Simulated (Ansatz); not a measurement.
# Relaxing graphene/h-GaN/graphene sandwich (62 atoms), part 2 of 2

Wanted: the relaxed structure of graphene/h-GaN/graphene sandwich (62 atoms) and its electronic structure.

Ansatz 0.2.0; Kohn-Sham DFT, PBE+D4, PAW (set soft_2), plane waves.

So far. Step 2 (Relaxation): The relaxation changed the energy by -5.6 meV/atom, and atoms moved by 0.085 Å r.m.s., 0.13 Å at most.

### 4. Single point at the relaxed geometry

One more single point at the end of the walk gives the fuller output and checks the residual forces.

Input file input.yaml:

```yaml
crystal:
  lattice:
    - [8.5073, 0.0, 0.0]
    - [-4.25365, 7.36754, 0.0]
    - [0.0, 0.0, 22.96]
  atoms:
    - { symbol: C, position: [0.16645, 0.66667, 0.35376] }
    - { symbol: C, position: [0.16647, 0.49909, 0.35351] }
    - { symbol: C, position: [0.33381, 0.99925, 0.35316] }
    - { symbol: C, position: [0.33384, 0.83402, 0.35393] }
    [... 52 atom lines left out ...]
    - { symbol: C, position: [0.58125, 0.49614, 0.64748] }
    - { symbol: C, position: [0.58063, 0.33006, 0.64732] }
    - { symbol: C, position: [0.74775, 0.82934, 0.6483] }
    - { symbol: C, position: [0.74715, 0.66336, 0.64822] }
    - { symbol: C, position: [0.74794, 0.32947, 0.64802] }
    - { symbol: C, position: [0.74729, 0.16335, 0.64814] }
kpoints:
  mp_grid: { grid: [2, 2, 1] }
hamiltonian:
  xc: pbe
  dispersion: d4
scf:
  occupations: { method: gaussian, width: 0.025 }
output:
  forces: true
  populations: intrinsic
  dos:
    method: { smearing: { sigma: 0.1 } }
    de: 0.1
    projected:
      site_lists:
        C: [C]
        Ga: [Ga]
        "N": ["N"]
        layer_1: [0, 1, 2, 3, 4, 5, 6, 7, 8, 9, 10, 11, 12, 13, 14, 15, 16, 17, 18, 19, 20, 21, 22, 23]
        layer_2: [24, 25, 26, 27, 28, 29, 30, 31, 32, 33, 34, 35, 36, 37]
        layer_3: [38, 39, 40, 41, 42, 43, 44, 45, 46, 47, 48, 49, 50, 51, 52, 53, 54, 55, 56, 57, 58, 59, 60, 61]
  eigenvalues: true
  write_density: true
  write_potential: true
  volumetric_format: npy
  elf: true
```

The run is started by

```
$ ansatz run input.yaml --threads 4 --pin off --max-ram 8192MiB --backend cpu --events-out ev --progress --plain --runs-dir out
```

Numbers of over 12 decimals in the logs are rounded to 6 here.

The log of the run:

```text
[...]
Crystal: 62 atoms, lattice volume = 1439.084 Å³
Basis set: ecut = 420 eV, 28187 PW (Γ), exchange–correlation on 120×120×320 points (8 copies of the dense FFT grid, shifted against one another)
Bands: 221, of which v1, the nominal top of the filled ones, is band 159 counted from 1 (158 counted from 0)
Symmetry: 1 space group operations
[...]
k-points: 4
[...]
SCF iter   1: F=—  HF=-41224.808645 eV  |F-HF|=—  |Δ(HF+E_count)|=         —  Δρ=3.01e-3  dr2=1.83e-1  ethr=1.77e-3  ⟨swp⟩=6.2  Hψ=3944  notcnv=0  defer=139
[...]
SCF iter   9: F=-41224.785184 eV  HF=-41224.785184 eV  |F-HF|=1.03e-7  |Δ(HF+E_count)|=   9.54e-7  Δρ=2.54e-6  dr2=7.70e-8  ethr=3.14e-11  ⟨swp⟩=31.0  Hψ=10845  notcnv=0
SCF 1 converged in 9 iterations: F = -41224.785184 eV  dr2 = 7.70e-8
[...]
WARN: The output density's exchange-correlation potential varies sharply where the density is thin. Do not read a vacuum level from v_tot or v_xc, or from such a field of the output density. On a cell that repeats whose density bears no net charge and no dipole along the vacuum's axis use v_es (v_loc + v_h of the components); [...]
SCF converged after 9 iterations
Free energy (F): -41224.785184 eV
[...]
Internal energy: -41224.785098 eV  (E = F + TS)
E sigma→0 (E₀):  -41224.785141 eV
Entropy (-TS):   -0.000086 eV (-0.001 meV/atom)
Fermi energy:    0.643586 eV
[...]
--- Forces (eV/Å), atoms counted from 1 ---
  atom   1  C      0.00691534    -0.00157375    -0.00060039
  atom   2  C     -0.00745936    -0.00338845    -0.00181921
  atom   3  C      0.00608779    -0.00087615    -0.00176868
  atom   4  C     -0.00612211     0.00092073     0.00392946
  atom   5  C      0.00412490    -0.00426801    -0.00285034
  atom   6  C     -0.00450238    -0.00508909     0.00041129
  atom   7  C      0.01155722     0.00156740     0.00211250
  atom   8  C     -0.00105023     0.00010153     0.00033321
  atom   9  C      0.00125608     0.00069831     0.00296206
  atom  10  C      0.00007670    -0.00171203    -0.00091333
  atom  11  C     -0.00028986    -0.00015845    -0.00115530
  atom  12  C      0.00285175    -0.00308815     0.00244533
  atom  13  C     -0.00283494    -0.00222506    -0.00209394
  atom  14  C     -0.00425657     0.00498878     0.00109879
[...]
atom  61  C      0.00921550    -0.00557171     0.00321627
  atom  62  C     -0.00279333     0.00984725    -0.00169077
  max |Σ_I F_I| component: 1.83e-5 eV/Å
--- Band table (eV) ---
[...]
--- intrinsic populations: 62 sites ---
  site symbol       q [e]
     0      C      3.9941
     1      C      3.9971
     2      C      3.9939
[...]
61      C      3.9952
  spilling = 0.000000 (of n_electrons = 318.000000)
```

The job ended after 60 s (4 threads of Arm Neoverse V2, shared host; peak memory 5.8 GiB; 3.8 min of CPU time).

The program notes that the exchange-correlation potential is rough where the density is thin.

Read from the output:

```yaml
free_energy: -41224.7852 eV
free_energy_per_atom: -664.9159 eV/atom
scf_cycles: 9
r_m_s_force_component: 0.00422 eV/Å
longest_force: 0.01672 eV/Å
fermi_energy: 0.6436 eV
potential_in_mid_vacuum_over_the_fermi_level: 4.249 eV
potential_4p5_a_over_the_upper_face: 4.247 eV
potential_4p5_a_under_the_lower_face: 4.252 eV
```

Intrinsic-atomic-orbital charges by element:

```
element  coordination  atoms  mean charge (e)  spread    least    most
      C           all     48           0.0045  0.0031  -0.0011  0.0114
     Ga           all      7            0.781  9.0e-4    0.780   0.782
      N           all      7           -0.812  6.0e-4   -0.813  -0.811
```

By region:

| region | atoms | mean length of the force (eV/Å) | net charge (e) |
| --- | --- | --- | --- |
| layer 1 | 24 | 0.006 | 0.11 |
| layer 2 | 14 | 0.006 | -0.22 |
| layer 3 | 24 | 0.007 | 0.11 |

States in the cell by windows of 1 eV, zero at the Fermi level; the larger projections on atomic orbitals stand beside the total:

```
from (eV)  to (eV)  total   C p  layer 3  layer 1  layer 2  N p  Ga p
      -14      -13   32.3   5.3      4.7      4.6     22.9  0.2   0.2
      -13      -12   16.6   5.6      4.2      4.4      7.9  0.1   1.1
      -12      -11    3.0   0.0      0.0      0.0      2.9  0.0   0.5
      -11      -10   20.0  14.4      9.9      9.9      0.0  0.0   0.0
      -10       -9    4.4   4.1      2.2      2.2      0.0  0.0   0.0
       -9       -8    7.7   7.0      3.8      3.8      0.0  0.0   0.0
       -8       -7   19.0  16.1      9.2      9.2      0.4  0.1   0.1
       -7       -6   31.8  25.2     13.0     12.9      5.7  3.0   0.4
       -6       -5   16.9  12.1      6.0      6.1      4.7  2.6   0.3
       -5       -4   15.6  12.1      6.2      6.4      2.9  2.0   0.8
       -4       -3   20.1  13.3      6.7      6.6      6.7  4.5   1.0
       -3       -2   17.3   9.6      4.9      4.7      7.6  5.6   1.9
       -2       -1   16.6   5.9      2.9      3.0     10.6  8.7   1.6
       -1        0    6.0   2.7      1.4      1.3      3.3  3.1   0.1
        0        1    1.5   1.4      0.7      0.8      0.0  0.0   0.0
        1        2    9.5   8.5      4.2      4.2      0.6  0.0   0.1
        2        3    6.3   5.7      2.9      2.9      0.4  0.1   0.1
        3        4   15.8  10.7      5.3      5.3      3.1  0.5   1.2
        4        5   23.4   1.3      0.7      0.7     14.6  2.2   9.2
```

Between -20 and -14 eV lie 91 more states.

The levels nearest the highest filled one (over half full), pooled over k-points and spins:

```csv
level less the highest filled one (eV),occupation
-0.752,2
-0.750,2
-0.0266,2
-0.0195,2
-0.0086,2
0,2.00
0.109,0.002
0.111,0.001
0.142,0
0.145,0
1.39,0
1.43,0
```

Planar average of the electrostatic potential energy along the normal, with the Fermi level as zero, after a running mean with a triangular window 4 Å wide at its base:

```
height (Å)  potential energy (eV)
       0.0                   4.25
       0.7                   4.25
       1.3                   4.25
       2.0                   4.25
       2.6                   4.25
       3.3                   4.25
       3.9                   4.25
       4.6                   4.24
       5.2                   4.16
       5.9                   3.21
       6.5                   0.36
       7.2                  -4.50
       7.9                  -8.45
       8.5                  -7.92
       9.2                  -4.11
       9.8                  -1.94
      10.5                  -1.95
      11.0                  -3.71
      11.8                  -4.08
      12.3                  -2.38
      13.1                  -1.65
      13.6                  -3.40
      14.3                  -7.19
      14.9                  -8.75
      15.6                  -5.53
      16.4                  -0.65
      16.9                   2.64
      17.7                   4.09
      18.2                   4.23
      18.9                   4.24
      19.5                   4.25
      20.2                   4.25
      20.8                   4.25
      21.5                   4.25
      22.1                   4.25
      22.8                   4.25
```

Electrostatic potential energy in the ca plane at fractional y = 0.011, with atoms of C and Ga within 0.2 Å of it. With pseudopotentials it is smooth inside the atoms' cores, unlike the true potential.

Values in eV, 12 rows by 16 columns, each cell a mean:
```
  5   5   5   4  -3   0   4   2   1   4   1 -42  -5   5   5   5
  5   5   5   3 -35 -15   3  -9 -16   1   2 -27  -2   5   5   5
  5   5   5   3 -24  -9   3 -15 -21  -2   3   0   3   5   5   5
  5   5   5   3 -34 -16   4  -5 -12   2   3  -4   2   5   5   5
  5   5   5   4 -21  -8   5  -5 -21   5   1 -41  -5   5   5   5
  5   5   5   4   1   2   5  -3 -17   5   2 -29  -2   5   5   5
  5   5   5   4  -3   0   4   1  -2   4   0 -42  -5   5   5   5
  5   5   5   3 -34 -16   4   2   0   4   2 -27  -1   5   5   5
  5   5   5   3 -23 -10   5   3   0   5   4   0   3   5   5   5
  5   5   5   3 -34 -15   5   0  -6   4   3  -4   2   5   5   5
  5   5   5   3 -21  -8   4   1  -1   4   0 -42  -5   5   5   5
  5   5   5   4   0   2   4   3   3   4   1 -29  -2   5   5   5
```
Columns run along c (16.0 Å, from fractional 0.15 to 0.85 of the cell; values clipped at the 3rd and 97th percentile), rows up along a (8.5 Å). Atoms in or near the plane, at fractional coordinates: C at (0.35, 0.33), C at (0.35, 0.17), C at (0.35, 0.83), C at (0.35, 0.67), Ga at (0.50, 0.79), C at (0.65, 0.08), C at (0.65, 0.91), C at (0.65, 0.58), C at (0.65, 0.41).

ELF in the ca plane at fractional y = 0.011, with atoms of C and Ga within 0.2 Å of it. It is the smooth field of the valence electrons, not physical close to the nuclei.

Ten even steps from '0' (0.00) to '9' (0.90), each cell a mean:
```
00000000000112110000111110003677776310000000
00000000013555541001122211003652266410000000
00000000135654663001222221003665576310000000
00000000136621563001210121001355553100000000
00000000136777773001201012100111110000000000
00000000026899973001210122100000000000000000
00000000136755663002222222100122221000000000
00000000136631563014677764101466664200000000
00000000025665652015887886202664476310000000
00000000002344420026886886202662266310000000
00000000000011000015898886202688886310000000
00000000000000000014677764102689986310000000
00000000001333320002333332003663476310000000
00000000024666652001112111003663366310000000
00000000136632564000122211002566665210000000
00000000136743663001345432000233331000000000
00000000025899973003677764100000000000000000
00000000136888873014788875100011100000000000
00000000136632563014677764101245442100000000
00000000135643663003455543102566665310000000
00000000013566642001233321003652266310000000
00000000001122210000111110003665576310000000
00000000000000000000000000003699986310000000
```
Columns run along c (16.0 Å, from fractional 0.15 to 0.85 of the cell), rows up along a (8.5 Å). Atoms in or near the plane, at fractional coordinates: C at (0.35, 0.33), C at (0.35, 0.17), C at (0.35, 0.83), C at (0.35, 0.67), Ga at (0.50, 0.79), C at (0.65, 0.08), C at (0.65, 0.91), C at (0.65, 0.58), C at (0.65, 0.41).

Mean intrinsic-atomic-orbital charges: C +0.00, Ga +0.78, N -0.81 e. Within 0.4 eV of the Fermi level the largest share is C p (99 % of the projected weight). The potential stands 4.25 eV above the Fermi level over the upper face and 4.25 eV under the lower one, a reading of the work function, with no dipole correction.

The surroundings of Ga37, one of the 7 Ga atoms, nearest first, numbered as they follow in the input and with coordinates relative to it.

```csv
atom,x,y,z,distance (Å),bonds,intrinsic-atomic-orbital charge (e)
Ga37,0.00,0.00,0.00,0.00,3,0.78
N38,0.61,-1.75,0.00,1.86,3,-0.81
N36,-1.82,0.35,-0.01,1.86,3,-0.81
N26,1.22,1.40,-0.01,1.86,3,-0.81
Ga31,-0.61,-3.16,-0.01,3.21,3,0.78
Ga33,-3.04,-1.05,0.01,3.21,3,0.78
Ga35,-2.43,2.11,-0.01,3.22,3,0.78
Ga25,0.61,3.16,0.00,3.22,3,0.78
Ga27,2.43,-2.11,0.00,3.22,3,0.78
Ga29,3.04,1.05,-0.01,3.22,3,0.78
```

The column of bonds counts only the pairs C-C within 1.82 Å, Ga-N within 2.27 Å; other neighbours, such as metal atoms beside each other in a compound, aren't counted, and periodic images can show an atom twice.

### 5. Summary of results

```
energy change in the relaxation               : -5.6 meV/atom
r.m.s. displacement                           : 0.085 Å
largest displacement                          : 0.129 Å
free energy per atom                          : -664.9159 eV/atom
r.m.s. force component                        : 0.00422 eV/Å
potential in mid-vacuum, over the Fermi level : 4.249 eV
wall time of the 2 DFT runs                   : 4 min
```

In words: Relaxation lowers the energy by 5.6 meV/atom and moves atoms by 0.085 Å r.m.s. By the final cutoffs no bond was broken or made. First to last step the energy falls by 0.347 eV; the largest move, 0.13 Å, is that of C55. With the cutoffs above, all C atoms have 3, all Ga atoms have 3 and all N atoms have 3 bonded neighbours. No gap is quoted: the bands of a honeycomb sheet meet or nearly meet at one point of the zone, so the spacing of levels depends on whether the mesh holds it and on how the neighbours disturb the sheet. The potential stands 4.25 eV above the Fermi level over the upper face and 4.25 eV under the lower one, a reading of the work function, with no dipole correction.

[Logs are printed without paths, hosts, clocks, repeated set-up lines and the standing remarks that a program may print on its own settings, such as how far it seeks lower states.]

[Hosts, paths, dates, database ids (printed as entryN), source tags and the programs' standing remarks are cut or masked in the printed files.]
